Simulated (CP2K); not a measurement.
The F K edge of formyl fluoride was computed by TDDFT (CP2K XAS_TDP, aug-cc-pVTZ, TDA) at these levels: BHandHLYP, PBE0, PBEh(45%) and PBEh(45%) + GW2X. The first three lines of F1 (bonded to C) with a strength over 0.0015, energy in eV and strength:

```tsv
run	first	second	third
1	685.65 (0.013)	687.71 (0.030)	688.63 (0.002)
2	681.63 (0.013)	683.69 (0.030)	684.61 (0.002)
3	684.78 (0.014)	686.49 (0.033)	687.54 (0.003)
4	671.54 (0.011)	674.32 (0.011)	675.31 (0.002)
```

Question: Which run is which?

Run 1: PBEh(45%) + GW2X (45 % exact exchange). Run 2: PBEh(45%) (45 % exact exchange). Run 3: BHandHLYP (50 % exact exchange). Run 4: PBE0 (25 % exact exchange). Self-interaction lifts the core level, so the uncorrected lines rise with the share of exact exchange. The GW2X run keeps the spacings of its parent: 2.06 eV between the first two lines in run 1, 2.06 eV in run 2. Its shift is +4.02 eV, since the Kohn–Sham level at this share of exchange lies that far above the quasiparticle level.

[Banner, clock and machine lines of the logs are left out without a mark of their own.]

[Logs are printed without paths, hosts, clocks, repeated set-up lines and the standing remarks that a program may print on its own settings, such as how far it seeks lower states.]

[Hosts, paths, dates, database ids (printed as entryN), source tags and the programs' standing remarks are cut or masked in the printed files.]
